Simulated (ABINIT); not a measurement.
# Li3TeBr (Pm-3m): modes at Γ and the response to a field, part 3 of 3

Aim: the zone-centre modes of Li3TeBr (Pm-3m).

ABINIT 10.8.3; DFT PBEsol, scalar-relativistic, plane waves, PseudoDojo norm-conserving pseudopotentials.

So far. Step 8 (Linear response at Γ): The acoustic modes at Γ come out as far as 4.1 cm⁻¹ from zero, where they should vanish, a small numerical error; the Born charges miss their sum rule by 0.0031 e, which is good. The lowest optical mode is imaginary, 160i cm⁻¹, an instability at this level and on this k mesh. Step 9 (Modes with the sum rule): The rule moves no optical mode by more than 0.2 cm⁻¹. The relaxed cell has a = 5.156 Å (conventional setting).

The structure was built from a prototype and need not be the compound's stable phase.

## Step 10: Sum rules set otherwise (asr 0)

Without the rule the raw error of the acoustic modes shows.

The input, anaddb.abi:

```
ddb_filepath "gamma_DDB"
output_file "anaddb.abo"
outdata_prefix "anaddb"
asr 0
chneut 0
enunit 2
eivec 1
nph1l 1
qph1l 0.0 0.0 0.0 1.0
dieflag 2
nph2l 3
qph2l 
    1.0 0.0 0.0 0.0
    0.0 0.0 1.0 0.0
    1.0 1.0 1.0 0.0
```

The input, mrgddb.in:

```
gamma_DDB
merged
2
dfpt_gammao_DS2_DDB
gso_DDB
```

The run is started by

```console
$ mrgddb < mrgddb.in > mrgddb.log
$ OMP_NUM_THREADS=1 anaddb anaddb.abi > anaddb.log
```

anaddb.abo, the main output file:

```text
[banners, grids, parts of the stress and lines that vanish by symmetry left out]
-outvars_anaddb: echo values of input variables ----------------------

 Flags :
[...]
Dielectric Tensor and Effective Charges
[...]
Effective charge tensors after
[...]
Phonon wavevector (reduced coordinates) :  0.00000  0.00000  0.00000
 Phonon energies in Hartree :
[...]
Phonon energies in meV     :
- -1.978454E+01 -1.978454E+01 -1.978454E+01 -1.934965E+01 -1.934965E+01
- -1.934965E+01 -5.074598E-01 -5.074598E-01 -5.074598E-01  7.376990E+00
-  7.376990E+00  7.376990E+00  6.219640E+01  6.219640E+01  6.219640E+01
 Phonon frequencies in cm-1    :
- -1.595731E+02 -1.595731E+02 -1.595731E+02 -1.560655E+02 -1.560655E+02
- -1.560655E+02 -4.092940E+00 -4.092939E+00 -4.092939E+00  5.949944E+01
-  5.949944E+01  5.949944E+01  5.016478E+02  5.016478E+02  5.016478E+02
 Phonon frequencies in Thz     :
- -4.783880E+00 -4.783880E+00 -4.783880E+00 -4.678725E+00 -4.678725E+00
- -4.678725E+00 -1.227032E-01 -1.227032E-01 -1.227032E-01  1.783748E+00
-  1.783748E+00  1.783748E+00  1.503902E+01  1.503902E+01  1.503902E+01
 Phonon energies in Kelvin  :
- -2.295900E+02 -2.295900E+02 -2.295900E+02 -2.245434E+02 -2.245434E+02
- -2.245434E+02 -5.888827E+00 -5.888827E+00 -5.888827E+00  8.560641E+01
-  8.560641E+01  8.560641E+01  7.217593E+02  7.217593E+02  7.217593E+02
[...]
-  1  0.00000000E+00  0.00000000E+00  8.63325208E-04
-     0.00000000E+00  0.00000000E+00  0.00000000E+00
-  2  0.00000000E+00  0.00000000E+00  1.12562951E-04
-     0.00000000E+00  0.00000000E+00  0.00000000E+00
-  3  0.00000000E+00 -1.47393915E-07 -1.55151316E-04
-     0.00000000E+00  0.00000000E+00  0.00000000E+00
-  4  0.00000000E+00  0.00000000E+00 -5.92442194E-03
-     0.00000000E+00  0.00000000E+00  0.00000000E+00
-  5  0.00000000E+00 -1.47393915E-07 -5.92442194E-03
-     0.00000000E+00  0.00000000E+00  0.00000000E+00
[...]
-  1  0.00000000E+00 -8.63325208E-04  0.00000000E+00
-     0.00000000E+00  0.00000000E+00  0.00000000E+00
-  2  0.00000000E+00 -1.12562951E-04  0.00000000E+00
-     0.00000000E+00  0.00000000E+00  0.00000000E+00
-  3  0.00000000E+00  5.92442194E-03  0.00000000E+00
-     0.00000000E+00  0.00000000E+00  0.00000000E+00
-  4  0.00000000E+00  1.55151316E-04 -1.47393912E-07
-     0.00000000E+00  0.00000000E+00  0.00000000E+00
-  5  0.00000000E+00  5.92442194E-03 -1.47393912E-07
-     0.00000000E+00  0.00000000E+00  0.00000000E+00
[...]
-  1  8.63325209E-04  0.00000000E+00  0.00000000E+00
-     0.00000000E+00  0.00000000E+00  0.00000000E+00
-  2  1.12562951E-04  0.00000000E+00  0.00000000E+00
-     0.00000000E+00  0.00000000E+00  0.00000000E+00
-  3 -5.92442194E-03  0.00000000E+00  0.00000000E+00
-     0.00000000E+00  0.00000000E+00  0.00000000E+00
-  4 -5.92442194E-03  0.00000000E+00  0.00000000E+00
-     0.00000000E+00  0.00000000E+00  0.00000000E+00
[...]
Phonon at Gamma, with non-analyticity in the
[...]
Phonon energies in Hartree :
[...]
Phonon energies in meV     :
- -1.978454E+01 -1.978454E+01 -1.934965E+01 -1.934965E+01 -1.934965E+01
- -1.113577E+00 -5.074598E-01 -5.074598E-01 -4.614982E-01  7.376990E+00
[...]
Phonon frequencies in cm-1    :
[...]
Phonon frequencies in Thz     :
[...]
Phonon energies in Kelvin  :
[...]
- -1.292252E+01 -5.888827E+00 -5.888827E+00 -5.355465E+00  8.560641E+01
-  8.560641E+01  8.573384E+01  7.217593E+02  7.217593E+02  7.605154E+02
[...]
-  5  0.00000000E+00  0.00000000E+00  6.28628301E-03
-     0.00000000E+00  0.00000000E+00  0.00000000E+00
[...]
-  1  0.00000000E+00  0.00000000E+00  0.00000000E+00
-     0.00000000E+00  0.00000000E+00  0.00000000E+00
-  2  0.00000000E+00  0.00000000E+00  0.00000000E+00
-     0.00000000E+00  0.00000000E+00  0.00000000E+00
-  3  2.16004404E-07  6.28628300E-03  0.00000000E+00
-     0.00000000E+00  0.00000000E+00  0.00000000E+00
-  4 -2.16004404E-07  0.00000000E+00  0.00000000E+00
-     0.00000000E+00  0.00000000E+00  0.00000000E+00
-  5  0.00000000E+00 -6.28628300E-03  0.00000000E+00
-     0.00000000E+00  0.00000000E+00  0.00000000E+00
[...]
Phonon at Gamma, with non-analyticity in the
[...]
Phonon energies in Hartree :
[...]
Phonon energies in meV     :
- -1.978454E+01 -1.978454E+01 -1.934965E+01 -1.934965E+01 -1.934965E+01
- -1.113577E+00 -5.074598E-01 -5.074598E-01 -4.614982E-01  7.376990E+00
-  7.376990E+00  7.387970E+00  6.219640E+01  6.219640E+01  6.553615E+01
 Phonon frequencies in cm-1    :
- -1.595731E+02 -1.595731E+02 -1.560655E+02 -1.560655E+02 -1.560655E+02
[...]
Phonon frequencies in Thz     :
[...]
Phonon energies in Kelvin  :
[...]
Phonon at Gamma, with non-analyticity in the
[...]
Phonon energies in Hartree :
[...]
Phonon energies in meV     :
[...]
Phonon frequencies in cm-1    :
[...]
Phonon frequencies in Thz     :
[...]
Phonon energies in Kelvin  :
[...]
- -1.292252E+01 -5.888827E+00 -5.888827E+00 -5.355465E+00  8.560641E+01
-  8.560641E+01  8.573384E+01  7.217593E+02  7.217593E+02  7.605154E+02
[...]
-  4  1.63060616E-04  4.54221844E-03 -5.70080029E-05
-     0.00000000E+00  0.00000000E+00  0.00000000E+00
-  5 -6.98386315E-03 -1.06052613E-04 -5.70080029E-05
-     0.00000000E+00  0.00000000E+00  0.00000000E+00
[...]
;  5 -4.99846609E-03 -2.09226071E-04 -2.09226071E-04
;     0.00000000E+00  0.00000000E+00  0.00000000E+00
-
```

Wall time 0.52 s (1 thread of Arm Neoverse V1, shared host).

Numbers from this step:

```yaml
highest_optical_zone_centre_mode_no_lo_to_term: 501.6 cm⁻¹
```

Zone-centre frequencies as printed; negative means imaginary. Modes:

| mode | frequency (cm⁻¹) |
| --- | --- |
| 1 | -159.6 |
| 2 | -159.6 |
| 3 | -159.6 |
| 4 | -156.1 |
| 5 | -156.1 |
| 6 | -156.1 |
| 7 | -4.09 |
| 8 | -4.09 |
| 9 | -4.09 |
| 10 | 59.5 |
| 11 | 59.5 |
| 12 | 59.5 |
| 13 | 501.6 |
| 14 | 501.6 |
| 15 | 501.6 |

With imaginary modes the relaxed-ion tensors have no meaning and are not tabulated.

## Step 11: Summary of results

* space group after relaxation: Pm-3m
* volume per atom: 27.4 Å³
* highest optical zone-centre mode (no LO-TO term): 501.8 cm⁻¹
* lowest optical zone-centre mode: -159.6 cm⁻¹
* highest mode moved by the LO-TO term: 528.7 cm⁻¹
* mean high-frequency dielectric constant: 3.66
* largest Born charge in size (third of the trace): 1.62 e
* imaginary optical modes at the zone centre (no q mesh in this session): yes

At the PBEsol level the optical modes of Li3TeBr (Pm-3m) at the zone centre (no LO-TO term) run from 160i to 502 cm⁻¹, so the structure is a saddle point, with 6 modes beyond 10i cm⁻¹ there. Along the directions run, the highest mode that the macroscopic field moves lies at 529 cm⁻¹. These are harmonic frequencies at zero temperature: anharmonic shifts and linewidths and thermal expansion are left out. Spin-orbit coupling is left out, which can matter for the heavy elements here. The structure is a hypothetical one, built on a prototype.

[Host names and launcher messages were left out of these logs when they were recorded.]

[Logs are printed without paths, hosts, clocks, repeated set-up lines and the standing remarks that a program may print on its own settings, such as how far it seeks lower states.]

[Hosts, paths, dates, database ids (printed as entryN), source tags and the programs' standing remarks are cut or masked in the printed files.]
